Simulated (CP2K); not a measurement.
Consider borane carbonyl at its PBE geometry (Å).

```xyz
6

B    -0.5315   -0.0007   -0.0012
C     0.9694   -0.0014    0.0066
O     2.1175    0.0003    0.0088
H    -0.8476   -0.9036   -0.7460
H    -0.8636   -0.1889    1.1493
H    -0.8442    1.0943   -0.4175
```

Method: CP2K XAS_TDP, all-electron GAPW, PBEh(45%), aug-cc-pVTZ, TDA, GW2X-corrected core level, no relativity.

Q: Predict the bright core excitations at the B K edge.

Leading lines: B1 194.36 eV. The leading line of an atom is its first one with 35 % of the strongest within 2.5 eV of its lowest line over the strength cut. Core ionisation energies at this level: B1 195.28 eV.

The first six lines of each atom with a strength over 0.0015:

| atom | energy (eV) | states | strength, one atom | above the computed threshold |
| --- | --- | --- | --- | --- |
| B1 (bonded to C and 3 H) | 194.36 | 2 | 0.0201 |  |
|  | 194.77 | 1 | 0.0266 |  |
|  | 195.00 | 2 | 0.0201 |  |
|  | 196.30 | 1 | 0.0133 | yes |
|  | 196.48 | 1 | 0.0086 | yes |
|  | 197.41 | 2 | 0.0551 | yes |

Lines are vertical, at one geometry, with no vibrational structure. GW2X ionisation energies and lines can be off by 1 to 2 eV either way, and a good line position may hide errors that cancel. These values hold no scalar relativity. Rydberg lines, and the discretised continuum above threshold, depend on the basis and the box.

[Banner, clock and machine lines of the logs are left out without a mark of their own.]

[Logs are printed without paths, hosts, clocks, repeated set-up lines and the standing remarks that a program may print on its own settings, such as how far it seeks lower states.]

[Hosts, paths, dates, database ids (printed as entryN), source tags and the programs' standing remarks are cut or masked in the printed files.]
